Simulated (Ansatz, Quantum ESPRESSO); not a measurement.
# Work function of Ir(100), 7 layers, part 6 of 6

How much energy does it take to lift an electron out of Ir(100), 7 layers, and how far do the settings matter?

Quantum ESPRESSO 7.5; plane-wave DFT, PBE, GBRV ultrasoft pseudopotentials; geometry and cross-check by Ansatz 0.2.0 with PAW datasets.

So far. Step 12 (Electrostatic potential): The upper face goes from 5.589 eV (PBE, GBRV) to 5.639 eV, a change of +0.050 eV. Step 14 (Potential by pp.x): The upper face goes from 5.589 eV (PBE, GBRV) to 5.708 eV, a change of +0.119 eV.

### 16. Ground state, with ecutwfc = 26 and ecutrho = 130

A sensitivity test on the input.

Level of this step: plane-wave DFT, PBE, GBRV ultrasoft pseudopotentials (Quantum ESPRESSO 7.5).

File esm.w0.in:

```
&control
  prefix = 'esm.w0'
  outdir = './out'
  pseudo_dir = './pseudo'
  calculation = 'scf'
  tprnfor = .true.
/
&system
  ibrav = 0
  nat = 7
  ntyp = 1
  ecutwfc = 26
  ecutrho = 130
  occupations = 'smearing'
  smearing = 'mv'
  degauss = 0.02
  assume_isolated = 'esm'
  esm_bc = 'bc1'
/
&electrons
  conv_thr = 1e-07
  mixing_beta = 0.4
  electron_maxstep = 120
  mixing_mode = 'local-TF'
/
ATOMIC_SPECIES
  Ir  192.2170  ir_pbe_v1.2.uspp.F.UPF
CELL_PARAMETERS angstrom
  2.71529003980000 0.00000000000000 0.00000000000000
  0.00000000000000 2.71529003980000 0.00000000000000
  0.00000000000000 0.00000000000000 27.52000000000000
ATOMIC_POSITIONS crystal
  Ir  0.000000000000 0.000000000000 -0.208660214324
  Ir  0.500000000000 0.500000000000 -0.141297946781
  Ir  0.000000000000 0.000000000000 -0.069767445998
  Ir  0.500000000000 0.500000000000 -0.000000004098
  Ir  0.000000000000 0.000000000000 0.069767437802
  Ir  0.500000000000 0.500000000000 0.141297942325
  Ir  0.000000000000 0.000000000000 0.208660214324
K_POINTS automatic
  10 10 1 0 0 0
```

Command:

```
$ OMP_NUM_THREADS=1 mpirun -n 4 pw.x -nk 4 -in esm.w0.in > esm.w0.out
```

The log of the run:

```text
[banner, memory and clock lines left out]
Program PWSCF v.7.5 starts
[citation notice left out]

[...]
Message from routine setup:
[...]
bravais-lattice index     =            0
     lattice parameter (alat)  =       5.1312  a.u.
     unit-cell volume          =    1369.2334 (a.u.)^3
     number of atoms/cell      =            7
     number of atomic types    =            1
     number of electrons       =       105.00
     number of Kohn-Sham states=           64
     kinetic-energy cutoff     =      26.0000  Ry
     charge density cutoff     =     130.0000  Ry
     scf convergence threshold =      1.0E-07
     mixing beta               =       0.4000
     number of iterations used =            8  local-TF  mixing
     Exchange-correlation= SLA  PW   PBE  PBE
                           (   1   4   3   4   0   0   0)

     Effective Screening Medium Method
     Boundary Conditions: Vacuum-Slab-Vacuum
     total charge in unit cell        =   0.0000
     grid points for fit at edges     =        4

[...]
PseudoPot. # 1 for Ir read from file:
     ./pseudo/ir_pbe_v1.2.uspp.F.UPF
     Pseudo is Ultrasoft + core correction, Zval = 15.0
     Generated by new atomic code, or converted to UPF format
     Using radial grid of  983 points,  7 beta functions with:
                l(1) =   0
                l(2) =   0
                l(3) =   1
                l(4) =   1
                l(5) =   1
                l(6) =   2
                l(7) =   2
     Q(r) pseudized with  8 coefficients,  rinner =    1.400   1.400   1.400
                                                       1.400   1.400

     atomic species   valence    mass     pseudopotential
     Ir               15.00   192.21700     Ir( 1.00)

     16 Sym. Ops., with inversion, found

[...]
number of k points=    21  Marzari-Vanderbilt smearing, width (Ry)=  0.0200
[...]
Dense  grid:    34361 G-vectors     FFT dimensions: (  20,  20, 192)

     Smooth grid:    24645 G-vectors     FFT dimensions: (  18,  18, 180)

     Initial potential from superposition of free atoms

     starting charge     101.4998, renormalised to     105.0000

     negative rho (up, down):  2.726E+00 0.000E+00
     Starting wfcs are   84 randomized atomic wfcs

     per-process dynamical memory:    54.4 Mb

     Self-consistent Calculation

     iteration #  1     ecut=    26.00 Ry     beta= 0.40
     Davidson diagonalization with overlap
     ethr =  1.00E-02,  avg # of iterations =  3.3

     negative rho (up, down):  2.482E+00 0.000E+00

     total energy              =   -1272.68667800 Ry
     estimated scf accuracy    <      10.46780702 Ry

     iteration #  2     ecut=    26.00 Ry     beta= 0.40
[...]
negative rho (up, down):  2.228E+00 0.000E+00

[...]
total energy              =   -1271.81067718 Ry
     estimated scf accuracy    <       3.45383223 Ry

     iteration #  3     ecut=    26.00 Ry     beta= 0.40
[...]
negative rho (up, down):  2.216E+00 0.000E+00

[...]
total energy              =   -1271.93528757 Ry
     estimated scf accuracy    <       0.34602913 Ry

     iteration #  4     ecut=    26.00 Ry     beta= 0.40
[...]
negative rho (up, down):  2.252E+00 0.000E+00

[...]
total energy              =   -1272.17804043 Ry
     estimated scf accuracy    <       0.12687397 Ry

     iteration #  5     ecut=    26.00 Ry     beta= 0.40
[...]
c_bands:  4 eigenvalues not converged
     c_bands:  1 eigenvalues not converged
     c_bands:  3 eigenvalues not converged
[...]
negative rho (up, down):  2.345E+00 0.000E+00

[...]
total energy              =   -1272.17579762 Ry
     estimated scf accuracy    <       0.04252150 Ry

     iteration #  6     ecut=    26.00 Ry     beta= 0.40
[...]
c_bands:  1 eigenvalues not converged
     c_bands:  1 eigenvalues not converged
[...]
negative rho (up, down):  2.362E+00 0.000E+00

[...]
total energy              =   -1272.17410942 Ry
     estimated scf accuracy    <       0.03116145 Ry

[...]
iteration # 18     ecut=    26.00 Ry     beta= 0.40
[...]
negative rho (up, down):  2.287E+00 0.000E+00

[...]
total energy              =   -1272.20915872 Ry
     estimated scf accuracy    <       0.00000063 Ry

     iteration # 19     ecut=    26.00 Ry     beta= 0.40
[...]
negative rho (up, down):  2.287E+00 0.000E+00

[...]
total energy              =   -1272.20916376 Ry
     estimated scf accuracy    <       0.00000043 Ry

     iteration # 20     ecut=    26.00 Ry     beta= 0.40
[...]
negative rho (up, down):  2.287E+00 0.000E+00

[...]
total energy              =   -1272.20909290 Ry
     estimated scf accuracy    <       0.00000023 Ry

     iteration # 21     ecut=    26.00 Ry     beta= 0.40
[...]
negative rho (up, down):  2.287E+00 0.000E+00

[...]
End of self-consistent calculation

          k = 0.0000 0.0000 0.0000 (  3037 PWs)   bands (ev):

   -55.5908 -55.4656 -55.3410 -55.1831 -55.1831 -55.1280 -55.1162 -55.1162
   -55.0865 -55.0865 -54.9765 -54.9765 -54.9698 -54.9275 -54.9275 -54.3931
   -54.3927 -54.3579 -54.3579 -54.3578 -54.3578 -16.2591 -15.4488 -14.3878
   -13.2900 -13.2875 -12.7244 -12.6219 -12.4981 -12.3457 -11.8827 -11.1059
   -10.2789  -9.6794  -9.4680  -9.2306  -9.2306  -8.7365  -8.7365  -8.3772
    -8.0615  -8.0615  -8.0532  -7.6348  -7.1193  -7.0081  -7.0081  -6.8413
    -6.6403  -6.3789  -6.2954  -6.0878  -5.8162  -5.8162  -5.5664  -5.0594
    -4.8401  -4.8401  -4.6447  -4.5960  -4.5117  -4.2816  -4.2816  -3.7920

          k = 0.0000 0.1000 0.0000 (  3037 PWs)   bands (ev):

   -55.5753 -55.4651 -55.3558 -55.2150 -55.1930 -55.1742 -55.1488 -55.1095
   -55.0821 -55.0684 -55.0361 -54.9753 -54.9662 -54.9506 -54.9295 -54.3982
   -54.3981 -54.3863 -54.3862 -54.3557 -54.3556 -15.9725 -15.1878 -14.1589
   -13.0803 -13.0742 -12.5113 -12.4232 -12.2932 -12.1346 -11.6916 -10.9736
   -10.2132  -9.6964  -9.3192  -9.2312  -9.1435  -8.9019  -8.8683  -8.7241
    -8.6771  -8.1644  -7.7022  -7.5019  -7.3440  -7.2398  -6.9653  -6.8255
    -6.7861  -6.6346  -6.5285  -6.2307  -6.0515  -5.8322  -5.8043  -5.5085
    -5.2408  -4.8483  -4.8423  -4.5513  -4.5092  -4.2649  -3.0860  -2.0822

[...]
the Fermi energy is    -5.5899 ev

!    total energy              =   -1272.20907144 Ry
     estimated scf accuracy    <       0.00000006 Ry
     smearing contrib. (-TS)   =       0.00052279 Ry
     internal energy E=F+TS    =   -1272.20959423 Ry

     The total energy is F=E-TS. E is the sum of the following terms:
     one-electron contribution =   44345.18946218 Ry
     hartree contribution      =  -22189.91690584 Ry
     xc contribution           =    -352.70491085 Ry
     ewald contribution        =  -23074.77723972 Ry

     convergence has been achieved in  21 iterations

     negative rho (up, down):  2.287E+00 0.000E+00

     Forces acting on atoms (cartesian axes, Ry/au):

     atom    1 type  1   force =     0.00000000    0.00000000   -0.00017083
     atom    2 type  1   force =     0.00000000    0.00000000   -0.00025065
     atom    3 type  1   force =     0.00000000    0.00000000   -0.01654448
     atom    4 type  1   force =     0.00000000    0.00000000    0.00000000
     atom    5 type  1   force =     0.00000000    0.00000000    0.01654448
     atom    6 type  1   force =     0.00000000    0.00000000    0.00025065
     atom    7 type  1   force =     0.00000000    0.00000000    0.00017083

     Total force =     0.023401     Total SCF correction =     0.000774

[...]
```

Run time: 2.3 min. Hardware: 4 MPI ranks of Arm Neoverse N1, shared host; peak memory 0.45 GiB.

The changed values were drawn from a wide range, not chosen for quality; the comparison shows what they did here together.

Beside the run it was changed from:

| quantity | this run | unchanged run | difference |
| --- | --- | --- | --- |
| vacuum line at the upper end of the cell, over the Fermi level (eV) | 5.590 | 5.589 | 0.0014 |
| vacuum line at the lower end of the cell, over the Fermi level (eV) | 5.590 | 5.588 | 0.0014 |
| free energy (eV) | -17309.29 | -17310.00 | 0.71 |
| wall time (s) | 140 | 306 |  |
| SCF iterations | 21 | 21 |  |

The free energy moves by +1e+02 meV an atom.

Levels move by up to 1 meV, which is small.

### 17. Ground state, with ISMEAR = 400

One more run, with a changed input.

File esm.bad.in:

```
&control
  prefix = 'esm.bad'
  outdir = './out'
  pseudo_dir = './pseudo'
  calculation = 'scf'
  tprnfor = .true.
/
&system
  ibrav = 0
  nat = 7
  ntyp = 1
  ecutwfc = 40
  ecutrho = 200
  occupations = 'smearing'
  smearing = 'mv'
  degauss = 0.02
  assume_isolated = 'esm'
  esm_bc = 'bc1'
  ISMEAR = 400
/
&electrons
  conv_thr = 1e-07
  mixing_beta = 0.4
  electron_maxstep = 75
  mixing_mode = 'local-TF'
/
ATOMIC_SPECIES
  Ir  192.2170  ir_pbe_v1.2.uspp.F.UPF
CELL_PARAMETERS angstrom
  2.71529003980000 0.00000000000000 0.00000000000000
  0.00000000000000 2.71529003980000 0.00000000000000
  0.00000000000000 0.00000000000000 27.52000000000000
ATOMIC_POSITIONS crystal
  Ir  0.000000000000 0.000000000000 -0.208660214324
  Ir  0.500000000000 0.500000000000 -0.141297946781
  Ir  0.000000000000 0.000000000000 -0.069767445998
  Ir  0.500000000000 0.500000000000 -0.000000004098
  Ir  0.000000000000 0.000000000000 0.069767437802
  Ir  0.500000000000 0.500000000000 0.141297942325
  Ir  0.000000000000 0.000000000000 0.208660214324
K_POINTS automatic
  10 10 1 0 0 0
```

Command:

```
$ OMP_NUM_THREADS=1 mpirun -n 4 pw.x -nk 4 -in esm.bad.in > esm.bad.out
```

The log of the run:

```text
[banner, memory and clock lines left out]
Program PWSCF v.7.5 starts

          URL

 %%%%%%%%%%%%%%%%%%%%%%%%%%%%%%%%%%%%%%%%%%%%%%%%%%%%%%%%%%%%%%%%%%%%%%%%%%%%%%
     Error in routine  read_namelists (1):
      bad line in namelist &system: "  ISMEAR = 400" (error could be in the previous line)
 %%%%%%%%%%%%%%%%%%%%%%%%%%%%%%%%%%%%%%%%%%%%%%%%%%%%%%%%%%%%%%%%%%%%%%%%%%%%%%

     stopping ...
[the rest left out]
```

It took 0.56 s on 4 MPI ranks; peak memory 0.1 GiB.

The input was rejected at the start.

The program's message: “Error in routine  read_namelists (1): bad line in namelist &system: "  ISMEAR = 400" (error could be in the previous line)”

The change that led to it: system.ISMEAR = 400.

The message: “read_namelists (1): bad line in namelist &system: " ISMEAR = 400" (error could be in the previous line)”. The key belongs to another program and has no place in any namelist here; the line has to go.

### 18. Worked from the printed numbers

In the first self-consistent run, on its own zero, the Fermi level is 9.268 eV and the upper vacuum level 14.857 eV: φ = 14.857 − (9.268) = 5.589 eV.

### 19. Outcome

- work function of the upper face, PBE, GBRV: 5.59 eV
- work function of the lower face, PBE, GBRV: 5.59 eV
- upper face by ESM: 5.59 eV
- upper face by Ansatz: 5.58 eV

**Reading.** At the first level (PBE, GBRV ultrasoft) the work function comes to 5.59 eV on both faces. ESM differs from the periodic treatment by -0 meV on the upper face and -1 meV on the lower. Over the levels tried the upper face spans 5.45 eV (QE revPBE GBRV ultrasoft, periodic) to 5.71 eV (QE Wu-Cohen GBRV ultrasoft, periodic). Quantum ESPRESSO and Ansatz give 5.59 and 5.58 eV for the upper face, which agree. Ansatz ran with Fermi-Dirac smearing of 0.1 eV against cold smearing of 0.02 Ry, which alone can move a level by some tens of meV. With 10×10 points and so few layers the values hold to some 0.05 to 0.1 eV. The slab is cut at a tabulated measured bulk lattice constant, given to two decimals. Spin-orbit coupling is left out; depending on the atoms that carry the levels of interest, it can split and shift them by tenths of an eV to an eV or more.

Comparison with the measured values:

| quantity | measured | QE PBE GBRV | QE PBE GBRV, ESM bc1 | QE revPBE GBRV | QE PW91 GBRV | QE Wu-Cohen GBRV | Ansatz PBE PAW |
| --- | --- | --- | --- | --- | --- | --- | --- |
| work function (clean (100) face, which reconstructs) (eV) | 5.96 | 5.59 (-0.37 eV) | 5.59 (-0.37 eV) | 5.45 (-0.51 eV) | 5.64 (-0.32 eV) | 5.71 (-0.25 eV) | 5.58 (-0.38 eV) |

Measured values from arxiv:1902.07811 (2019).

How well it matches: For the work function, of the levels listed nearest comes QE Wu-Cohen GBRV (-0.25 eV, fair agreement) and farthest QE revPBE GBRV (-0.51 eV, a clear miss). The grades are ours: good and fair within 3 and 7 % for the work function. Other measurements of the same face can differ from the value quoted by 0.1 to 0.2 eV.

[Logs are printed without paths, hosts, clocks, repeated set-up lines and the standing remarks that a program may print on its own settings, such as how far it seeks lower states.]

[Hosts, paths, dates, database ids (printed as entryN), source tags and the programs' standing remarks are cut or masked in the printed files.]

[Maps of the electrostatic potential energy from Ansatz leave out the sawtooth potential of an applied field or a dipole correction, so their vacuum need not be flat; planar profiles and work functions include it.]
